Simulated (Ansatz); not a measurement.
# CsSbSe3 (model cell, started as cubic perovskite with Sb in the octahedra): following an unstable mode, part 3 of 3

Which phase does CsSbSe3 (model cell, started as cubic perovskite with Sb in the octahedra) fall into along its unstable mode, and how much energy does it gain?

Ansatz 0.2.0; DFT PBEsol, scalar-relativistic, plane waves, PAW; PAW set soft_1.

So far. Step 5 (Energy along the mode, all amplitudes (two of the runs …): The lowest of the steps tried is at 0.32 Å, 13.8 meV/atom below the parent; the bottom of the well need not coincide with a step. Step 7 (The new phase in its own primitive cell): The largest force component left is 0.29 meV/Å and the pressure is -0.002 GPa, within the tolerances set. The cell now holds 31.03 Å³/atom. The relaxed cell has a = 5.312, c = 10.997 Å (conventional setting).

The structure was built from a prototype and need not be the compound's stable phase.

### 8. Modes of the new phase, k-mesh 8×8×4

A relaxed structure may still be a saddle point, so its zone-centre modes are computed. No field response is asked, since the mesh shows no gap.

input.yaml reads:

```yaml
crystal:
  lattice:
    - [5.3119878392, 0.0, 0.0]
    - [0.0, 5.3119878392, 0.0]
    - [0.0, 0.0, 10.9971142129]
  atoms:
    - { symbol: Cs, position: [0.0, 0.0, 0.5] }
    - { symbol: Cs, position: [0.0, 0.0, 0.0] }
    - { symbol: Sb, position: [0.5, 0.5, 0.2394091075] }
    - { symbol: Sb, position: [0.5, 0.5, 0.7605908925] }
    - { symbol: Se, position: [0.5, 0.5, 0.0] }
    - { symbol: Se, position: [0.5, 0.5, 0.5] }
    - { symbol: Se, position: [0.5, 0.0, 0.2904503252] }
    - { symbol: Se, position: [0.5, 0.0, 0.7095496748] }
    - { symbol: Se, position: [0.0, 0.5, 0.2904503252] }
    - { symbol: Se, position: [0.0, 0.5, 0.7095496748] }
kpoints:
  mp_grid: { grid: [8, 8, 4] }
hamiltonian:
  xc: pbesol
  pseudopotentials: { kind: paw, azcp: { folder: soft_1 }, xc_functional: pbe }
scf:
  occupations: { method: methfessel_paxton, width: 0.2 }
output:
  eigenvalues: true
phonons:
  method: dfpt
```

On the command line:

```sh
> ansatz run input.yaml --threads 8 --pin off --max-ram 16384MiB --backend cpu --events-out ev --progress --plain --runs-dir out
```

Numbers of over 12 decimals in the logs are rounded to 6 here.

What it wrote:

```text
zone centre: on kpoints.mp_grid the ground state, and the responses unless they are solved on pairs of k-points, stand on 75 of the mesh's 256 k-points, reduced under 4 symmetry operations, with k and −k counted as one. Each operation leaves every solved displacement unchanged or reverses it
[...]
Crystal: 10 atoms, lattice volume = 310.308 Å³
Basis set: ecut = 420 eV, 6045 PW (Γ), exchange–correlation on 72×72×150 points (8 copies of the dense FFT grid, shifted against one another)
Bands: 87, of which v1, the nominal top of the filled ones, is band 72 counted from 1 (71 counted from 0)
Symmetry: 16 space group operations
k-points: 75 of 256 (irreducible under 4 space group operations, time reversal used)
[...]
SCF iter   1: F=—  HF=-56540.351794 eV  |F-HF|=—  |Δ(HF+E_count)|=         —  Δρ=3.30e-2  dr2=9.74e0  ethr=3.10e-3  ⟨swp⟩=7.9  Hψ=27351  notcnv=0
[...]
SCF iter  13: F=-56536.789658 eV  HF=-56536.789658 eV  |F-HF|=0.00e0  |Δ(HF+E_count)|=  1.46e-11  S|Δr|=    0.00e0  Δρ=1.99e-8  dr2=3.71e-12  ethr=1.00e-12  ⟨swp⟩=15.2  Hψ=41136  notcnv=0
SCF 1 converged in 13 iterations: F = -56536.789658 eV  dr2 = 3.71e-12
[...]
DFPT response loops at Γ: preconditioner auto → Kerker (q_TF=auto, 2.401 Å⁻¹) (partly filled bands, converged f_vac=0.054); β = 1.00, the filter's whole step (`scf.mixing.beta` (0.50) is not read by the response loops under this deck's `scf.mixing.preconditioner`; to damp them name `kerker` or `kerker_dos`, under which they read `scf.mixing.beta`, and type it under 1.00, their step now; both keys bind the ground state too); Broyden in place of MSR1
SCF converged after 13 iterations
[...]
Free energy (F): -56536.789658 eV
[...]
Internal energy: -56536.774563 eV  (E = F + TS)
E sigma→0 (E₀):  -56536.785884 eV
Entropy (-TS):   -0.015095 eV (-1.510 meV/atom)
Fermi energy:    6.470815 eV
[...]
--- Band table (eV; the first three rows and the last of 75) ---
  k-point 0: bands = [... 68 lower, 5.7399, 5.7576, 5.7576, 6.1972, 6.1972, 7.0678, 7.7694, 10.1195, ... 11 higher]
  k-point 1: bands = [... 68 lower, 5.6436, 5.8100, 5.8100, 6.1506, 6.1506, 6.6807, 8.7381, 10.3438, ... 11 higher]
  k-point 2: bands = [... 68 lower, 5.5998, 5.8522, 5.8522, 6.0969, 6.0969, 6.5065, 9.7989, 10.7281, ... 11 higher]
  k-point 74: bands = [... 68 lower, 5.8846, 5.8846, 6.8204, 6.8974, 7.0255, 7.9786, 7.9786, 8.1656, ... 11 higher]
--- Phonons (Γ-DFPT): 13 representative perturbations + reference, on 75 of 256 k-points (Σ response iterations 48) ---
  k mesh reduced under 4 symmetry operations, with k and −k counted as one. Each operation leaves every solved displacement unchanged or reverses it
  ASR residual: 2.989e-4 → 0.000e0 eV/Å²; symmetrization residual: 4.104e-5 eV/Å²
  ASR residual per site (eV/Å²): 8.70e-5 6.17e-5 2.99e-4 2.99e-4 7.12e-5 1.84e-4 1.44e-4 1.44e-4 1.44e-4 1.44e-4
  Γ frequencies (cm⁻¹): -86.78 -55.48 -55.48 -45.69 -45.69 -25.54 -25.54 0.00 0.00 0.00 16.22 37.57 37.57 44.30 47.11 47.11 47.35 56.28 56.28 62.95 67.32 91.80 91.80 100.10 107.29 107.29 115.25 115.25 148.81 173.59
  non-analytic LO–TO correction: not included (Born effective charges unavailable; polar crystals: no LO–TO splitting at Γ)
```

It took 9.1 min on 8 threads of Arm Neoverse V2, shared host; peak memory 6.5 GiB.

Numbers from this step:

```
sum-rule residual before enforcement                    : 2.99e-4 eV/Å²
point group                                             : 4/mmm
highest optical mode at the zone centre (no LO-TO term) : 173.6 cm⁻¹
lowest optical zone-centre mode                         : -86.78 cm⁻¹
```

Patterns of degenerate modes are one choice out of their space. The modes at Γ (shares of kinetic energy by element, %) (negative means imaginary):

```
mode  frequency (cm⁻¹)  symmetry  Cs %  Sb %  Se %
   1             -86.8       A2u     1     7    92
   2             -55.5        Eu     5    50    46
   3             -55.5        Eu     5    50    46
   4             -45.7        Eu    18     2    80
   5             -45.7        Eu    18     2    80
   6             -25.5        Eg     0    70    30
   7             -25.5        Eg     0    70    30
   8               0.0  acoustic    27    25    48
   9               0.0  acoustic    27    25    48
  10               0.0  acoustic    27    25    48
  11              16.2       A2u    87     0    13
  12              37.6        Eu    19     0    81
  13              37.6        Eu    19     0    81
  14              44.3       B1g     0     0   100
  15              47.1        Eg     0     0   100
  16              47.1        Eg     0     0   100
  17              47.4       A2u    20    59    21
  18              56.3        Eu    60     2    37
  19              56.3        Eu    60     2    37
  20              63.0       B2u     0     0   100
  21              67.3       A1g     0     1    99
  22              91.8        Eu    68     0    32
  23              91.8        Eu    68     0    32
  24             100.1       A2u    65     2    33
  25             107.3        Eg     0    30    70
  26             107.3        Eg     0    30    70
  27             115.2        Eu     3    21    77
  28             115.2        Eu     3    21    77
  29             148.8       A1g     0    99     1
  30             173.6       A2u     0     7    93
```

Displacements in mode 1 (-86.8 cm⁻¹), the largest set to 1:
```
Cs1  0.00  0.00 -0.05
Cs2  0.00  0.00  0.04
Sb3  0.00  0.00 -0.17
Sb4  0.00  0.00 -0.17
Se5  0.00  0.00  0.14
Se6  0.00  0.00  1.00
Se7  0.00  0.00 -0.15
Se8  0.00  0.00 -0.15
Se9  0.00  0.00 -0.15
Se10 0.00  0.00 -0.15
```

Displacements in mode 16 (47.1 cm⁻¹), the largest set to 1:
```
Cs1  0.00  0.00  0.00
Cs2  0.00  0.00  0.00
Sb3  0.00  0.01  0.00
Sb4  0.00 -0.01  0.00
Se5  0.00  0.00  0.00
Se6  0.00  0.00  0.00
Se7 -0.27 -0.44  0.00
Se8  0.27  0.44  0.00
Se9 -0.12 -1.00  0.00
Se10 0.12  1.00  0.00
```

Before it was imposed, the acoustic sum rule was missed by 3.0e-4 eV/Å². Small misses are needed for a sound result but don't prove that mesh and cutoff are converged. The lowest optical mode is imaginary, 86.8i cm⁻¹, so the energy falls along it.

### 9. What came out

```yaml
unstable_mode_of_the_parent: q = (0, 0, -0.5), 68i cm⁻¹
depth_at_the_lowest_point_sampled: 13.8 meV/atom
largest_atomic_shift_at_that_point: 0.32 Å
space_group_reached_within_0p01_a: P4/mmm
energy_gained_over_the_parent_first_relaxation_on_the_mesh_of_the_frozen_mode: 21.1 meV/atom
volume_per_atom_phase_reached: 31.0 Å³
lowest_optical_zone_centre_mode_phase_reached: -86.8 cm⁻¹
highest_optical_mode_at_the_zone_centre_no_lo_to_term_phase_reached: 174 cm⁻¹
```

In words: Along this mode the structure falls into P4/mmm, 21.1 meV/atom below the parent. At the parent's cell the well is 13.84 meV/atom deep on the steps tried, with its lowest point at a shift of 0.32 Å. Relaxing atoms and cell changes the gain by +7.27 meV/atom against the lowest step (energies at zero smearing). The new phase still has an imaginary mode at the zone centre of its cell, so it is a saddle point on the way to a lower structure. Of the 4 patterns followed to their end from this parent, this one ends 107 meV/atom above the lowest, Amm2. Each path keeps the symmetry of its pattern, so a lower phase may lie along a pattern not tried. With no gap, or one that is small against the smearing, the frequencies hang on the k mesh and the smearing, most of all near Kohn anomalies. Spin-orbit coupling is left out, which can matter for the heavy elements here. The PAW files were made for PBE and serve the other functionals too. The starting cell was built on a prototype and not taken from a measurement, so the phase need not exist.

[Logs are printed without paths, hosts, clocks, repeated set-up lines and the standing remarks that a program may print on its own settings, such as how far it seeks lower states.]

[Hosts, paths, dates, database ids (printed as entryN), source tags and the programs' standing remarks are cut or masked in the printed files.]
